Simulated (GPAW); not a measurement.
# How WS2 (Tungstenite) absorbs and reflects light

Wanted: where WS2 (Tungstenite) starts to absorb, how strongly, and its refractive index. The cell comes from an older database entry, whose edges can differ from later determinations, mostly by under a per cent.

Calculated with GPAW 26.7.0; DFT, PBE, plane-wave PAW (GPAW data sets), scalar-relativistic, RPA, optical limit.

This is a report of a sequence of runs, with most program output left out.

The database entry behind the starting cell differs from later determinations by our own check (an axis about 1.4 % long against later determinations), so it need not match the best structure at ambient conditions.

## Step 1: The starting structure

The structure is hexagonal, space group P6_3/mmc (No. 194). The conventional cell has a = 3.180 Å, b = 3.180 Å, c = 12.500 Å, α = 90.00°, β = 90.00°, γ = 120.00°. Nearest to W lie 6 S at 2.41 Å. Nearest to S lie 3 W at 2.41 Å. Farther neighbours and most contacts between anions are not listed.

## Step 2: Ground state

First the ground state: is it a metal or has it a gap?

This step: DFT, PBE, plane-wave PAW (GPAW data sets), scalar-relativistic, ground state (GPAW 26.7.0).

The input, gs.py:

```python
from ase import Atoms
from ase.dft.bandgap import bandgap
from gpaw import GPAW, PW, FermiDirac

atoms = Atoms(['W', 'W', 'S', 'S', 'S', 'S'],
              cell=[[3.179999999980, 0.000000000000, 0.000000000000],
                    [-1.589999999990, 2.753960784017, 0.000000000000],
                    [0.000000000000, 0.000000000000, 12.500000000000]],
              scaled_positions=[[0.666666666667, 0.333333333333, 0.750000000000],
                                [0.333333333333, 0.666666666667, 0.250000000000],
                                [0.666666666667, 0.333333333333, 0.375000000000],
                                [0.333333333333, 0.666666666667, 0.875000000000],
                                [0.666666666667, 0.333333333333, 0.125000000000],
                                [0.333333333333, 0.666666666667, 0.625000000000]],
              pbc=[True, True, True])
atoms.calc = GPAW(mode=PW(450), xc='PBE', kpts={'size': (9, 9, 2), 'gamma': True},
                  occupations=FermiDirac(0.05), maxiter=150, txt='gs.txt')
print('energy (eV)', atoms.get_potential_energy())
print('Fermi level (eV)', atoms.calc.get_fermi_level())
print('valence electrons', atoms.calc.get_number_of_electrons())
print('gap (eV)', bandgap(atoms.calc, output=None)[0])
print('direct gap (eV)', bandgap(atoms.calc, direct=True, output=None)[0])
atoms.calc.write('gs.gpw')
```

On the command line:

```sh
$ OMP_NUM_THREADS=1 python gs.py
```

It took 62 s on 1 thread of Arm Neoverse N1, shared host; peak memory 0.2 GiB.

Numbers from this step:

```
energy                 : -44.42 eV
Fermi energy           : 8.946 eV
gap on the k-mesh      : 1.141 eV
direct gap on the mesh : 1.737 eV
electrons              : 52
```

There is a gap, 1.14 eV on this mesh (points off the mesh can give less), so no carriers' term is needed.

## Step 3: Bands for the response

At the fixed density, many empty bands are solved on the mesh of the response, since the spectrum sums over them.

This step: DFT, PBE, plane-wave PAW (GPAW data sets), scalar-relativistic, bands at fixed density (GPAW 26.7.0).

The input, nscf.py:

```python
from ase.dft.bandgap import bandgap
from gpaw import GPAW, FermiDirac

calc = GPAW('gs.gpw').fixed_density(kpts={'size': (12, 12, 6), 'gamma': True}, nbands=69, convergence={'bands': 63},
                                    occupations=FermiDirac(0.001), txt='nscf.txt')
print('gap (eV)', bandgap(calc, output=None)[0])
print('direct gap (eV)', bandgap(calc, direct=True, output=None)[0])
print('top band over the Fermi level (eV)', min(calc.get_eigenvalues(kpt=k)[62] for k in range(len(calc.get_ibz_k_points()))) - calc.get_fermi_level())
calc.write('full.gpw', mode='all')
```

On the command line:

```sh
$ OMP_NUM_THREADS=1 python nscf.py
```

Run time: 13 min. Hardware: 1 thread; peak memory 0.5 GiB.

This step gave:

- gap on the k-mesh: 1.045 eV

## Step 4: Dielectric function, RPA

Transitions between filled and empty bands, summed over the zone, give the optical response, so mesh, band count and broadening shape it.

The induced potential is part of this response.

This step: DFT, PBE, plane-wave PAW (GPAW data sets), scalar-relativistic, RPA, optical limit (GPAW 26.7.0).

The input, df.py:

```python
from gpaw.response.df import DielectricFunction

df = DielectricFunction('full.gpw', frequencies={'type': 'nonlinear', 'domega0': 0.03, 'omega2': 8},
                        ecut=30,
                        eta=0.1,
                        nbands=63,
                        txt='df.txt')
for direction in ['x', 'z']:
    df.get_dielectric_function(xc='RPA', direction=direction, filename=f'df_{direction}.csv')
```

On the command line:

```sh
$ OMP_NUM_THREADS=1 python df.py
```

Run time: 1.7 min. Hardware: 1 thread; peak memory 0.32 GiB.

This step gave:

- electronic dielectric constant ε∞, mean over x, y and z (by symmetry where fewer were run): 10.01
- main peak of Im epsilon, first axis: 2.993 eV

The Im ε has structure finer than the step of the table below, so its rows give means over 0.5 eV, whole bins alone (the curve runs from 0 to 17.6 eV). Peaks (eV: height): E ∥ x 2.98: 16.6, 4.65: 14.0; E ∥ z 3.26: 3.58, 10.03: 6.34, 11.56: 7.96, 14.59: 2.99.

Values under the direct gap are tails of Lorentzian lines. Im ε against photon energy; means over each step:

```tsv
photon energy (eV)	E ∥ x	E ∥ z
0.5	0.102	0.0152
1.0	0.268	0.0350
1.5	1.21	0.0705
2.0	3.39	0.182
2.5	11.5	1.47
3.0	15.7	3.09
3.5	14.9	2.71
4.0	12.1	2.20
4.5	12.6	1.99
5.0	11.4	1.99
5.5	8.68	1.89
6.0	8.77	2.13
6.5	7.54	2.28
7.0	6.30	2.50
7.5	5.57	2.73
8.0	4.03	3.14
8.5	4.00	3.59
9.0	3.50	4.40
9.5	3.78	5.17
10.0	3.24	6.01
10.5	2.98	4.93
11.0	3.27	5.53
11.5	3.26	7.17
12.0	2.85	6.47
12.5	2.31	4.09
13.0	2.13	3.01
13.5	2.02	2.34
14.0	1.68	1.93
14.5	1.78	2.70
15.0	1.41	2.61
15.5	1.32	2.83
16.0	1.21	2.50
16.5	1.03	2.04
17.0	0.816	1.57
```

The Re ε by photon energy:

```tsv
photon energy (eV)	E ∥ x	E ∥ z
0	12.5	5.11
1	13.5	5.27
2	16.2	6.03
3	12.2	5.62
4	4.53	4.33
5	0.532	4.35
6	-0.211	4.48
7	-1.49	4.31
8	-1.38	4.59
9	-0.613	4.94
10	-0.713	2.93
11	-0.201	2.35
12	-1.28	-1.47
13	-0.979	-1.39
14	-0.728	-0.125
15	-0.817	-0.195
16	-0.647	-0.741
17	-0.524	-0.831
```

The loss function −Im 1/ε at q → 0 has structure finer than the step of the table below, so its rows give means over 0.5 eV, whole bins alone (the curve runs from 0 to 17.6 eV). Peaks (eV: height): E ∥ z 13.95: 0.529.

Values under the direct gap are tails of Lorentzian lines. Loss function −Im 1/ε at q → 0 against energy loss; means over each step:

```tsv
energy loss (eV)	E ∥ x	E ∥ z
0.5	6.2e-4	5.7e-4
1.0	0.00144	0.00125
1.5	0.00447	0.00230
2.0	0.0110	0.00483
2.5	0.0239	0.0266
3.0	0.0388	0.0728
3.5	0.0576	0.107
4.0	0.0732	0.0956
4.5	0.0727	0.0937
5.0	0.0879	0.0891
5.5	0.115	0.0849
6.0	0.113	0.0869
6.5	0.128	0.0886
7.0	0.151	0.0948
7.5	0.160	0.0943
8.0	0.220	0.0979
8.5	0.237	0.101
9.0	0.275	0.104
9.5	0.252	0.117
10.0	0.293	0.134
10.5	0.324	0.167
11.0	0.305	0.150
11.5	0.283	0.129
12.0	0.295	0.145
12.5	0.361	0.201
13.0	0.396	0.273
13.5	0.391	0.359
14.0	0.494	0.503
14.5	0.452	0.368
15.0	0.526	0.381
15.5	0.577	0.344
16.0	0.635	0.362
16.5	0.686	0.370
17.0	0.876	0.501
```

The reflectivity at normal incidence has structure finer than the step of the table below, so its rows give means over 0.5 eV, whole bins alone (the curve runs from 0 to 17.6 eV). Peaks (eV: height): E ∥ x 2.98: 45.5, 4.70: 45.4, 6.49: 42.7, 7.67: 43.8, 12.18: 38.3, 13.60: 37.5, 16.85: 37.5; E ∥ z 2.59: 22.9, 10.03: 28.6, 12.18: 44.8, 16.64: 39.8.

Table of reflectivity at normal incidence by photon energy; means over each step:

```tsv
photon energy (eV)	E ∥ x (%)	E ∥ z (%)
0.5	31.6	15.1
1.0	32.8	15.5
1.5	35.9	16.2
2.0	38.1	17.9
2.5	43.9	21.4
3.0	44.8	20.7
3.5	43.9	16.7
4.0	40.6	15.3
4.5	41.9	14.5
5.0	43.8	14.9
5.5	40.3	14.7
6.0	40.5	15.7
6.5	42.1	16.2
7.0	40.6	16.6
7.5	42.2	17.5
8.0	37.8	18.8
8.5	33.8	20.1
9.0	30.9	22.5
9.5	32.9	24.4
10.0	31.2	27.6
10.5	28.8	24.2
11.0	27.1	26.2
11.5	33.1	32.9
12.0	36.0	41.3
12.5	34.3	41.7
13.0	32.9	37.9
13.5	35.4	34.5
14.0	31.7	22.4
14.5	33.4	21.3
15.0	35.1	24.6
15.5	33.8	27.0
16.0	33.2	31.2
16.5	35.6	37.5
17.0	35.2	33.4
```

The Im ε, E ∥ x has structure finer than the step of the table below, so its rows give means over 0.5 eV, whole bins alone (the curve runs from 0 to 17.6 eV). Peaks (eV: height): without local fields 2.94: 17.3, 4.61: 15.0; with local fields 2.98: 16.6, 4.65: 14.0.

Values under the direct gap are tails of Lorentzian lines. Im ε, E ∥ x against photon energy; means over each step:

```tsv
photon energy (eV)	without local fields	with local fields
0.5	0.109	0.102
1.0	0.291	0.268
1.5	1.34	1.21
2.0	3.80	3.39
2.5	13.2	11.5
3.0	16.3	15.7
3.5	14.0	14.9
4.0	11.5	12.1
4.5	13.1	12.6
5.0	12.1	11.4
5.5	9.48	8.68
6.0	9.75	8.77
6.5	8.30	7.54
7.0	6.69	6.30
7.5	5.70	5.57
8.0	4.25	4.03
8.5	4.23	4.00
9.0	3.76	3.50
9.5	4.19	3.78
10.0	4.04	3.24
10.5	3.92	2.98
11.0	4.34	3.27
11.5	3.98	3.26
12.0	3.36	2.85
12.5	2.81	2.31
13.0	2.56	2.13
13.5	2.41	2.02
14.0	2.15	1.68
14.5	1.92	1.78
15.0	1.46	1.41
15.5	1.37	1.32
16.0	1.30	1.21
16.5	1.04	1.03
17.0	0.821	0.816
```

At chosen wavelengths:

```tsv
wavelength (nm)	n x	k x	R (%) x	1/α x	n z	k z	R (%) z	1/α z
1550	3.62	0.025	32.2	5.0 µm	2.28	0.006	15.3	22 µm
1064	3.74	0.047	33.5	1.8 µm	2.31	0.009	15.6	9.1 µm
800	4.02	0.131	36.2	485 nm	2.36	0.016	16.3	4.1 µm
532	4.81	0.876	44.3	48 nm	2.61	0.098	20.0	434 nm
450	4.29	1.570	43.6	23 nm	2.61	0.528	21.5	68 nm
365	3.51	2.285	45.1	13 nm	2.14	0.702	17.3	41 nm
193	1.82	2.168	42.5	7.1 nm	2.17	0.513	15.8	30 nm
```

Below the direct gap, k and the depth come from the tails of the Lorentzian lines, not from transitions.

Rows near the edge hang on the gap, which this functional as a rule makes too small, and phonon-assisted absorption is left out.

## Step 5: Results

- electronic dielectric constant ε∞, mean over x, y and z (by symmetry where fewer were run) (RPA): 10.0
- main peak of Im epsilon, first axis: 2.99 eV

What this shows: At this level (PBE, RPA) WS2 has a mean ε∞ = 10.0 and n = 3.62 at 1550 nm (E ∥ x), and Im ε peaks at 3.0 eV (E ∥ x). On the mesh the gap is 1.05 eV and the least direct gap 1.74 eV, so on this mesh the band edges lie at different points. Local fields change the static value along x from 13.10 to 12.45 (-5 %). Distinct maxima of Im ε, read by a parabola through the highest points, lie at 2.51 eV (13), 2.99 eV (17), 4.64 eV (14) and 5.96 eV (9.2) for E ∥ x. The static values by axis are 12.45 (x), 5.11 (z). Excitons and phonon-assisted transitions are missing; PBE gaps are as a rule too small, which pulls the onset down and ε∞ up. Spin-orbit coupling is left out although heavy atoms are present. The sum runs over mesh points, so small or evenly spaced maxima can still be ripples of the mesh. The curves end at 18 eV, about where the summed bands run out. In this version of GPAW the matrix elements of the optical limit are incomplete, which can lower ε − 1 by up to a tenth where first-row anions or d states rule, and shift it by more in d metals.

[Machine, clock and banner lines and Python warnings are left out of the logs.]

[Logs are printed without paths, hosts, clocks, repeated set-up lines and the standing remarks that a program may print on its own settings, such as how far it seeks lower states.]

[Hosts, paths, dates, database ids (printed as entryN), source tags and the programs' standing remarks are cut or masked in the printed files.]
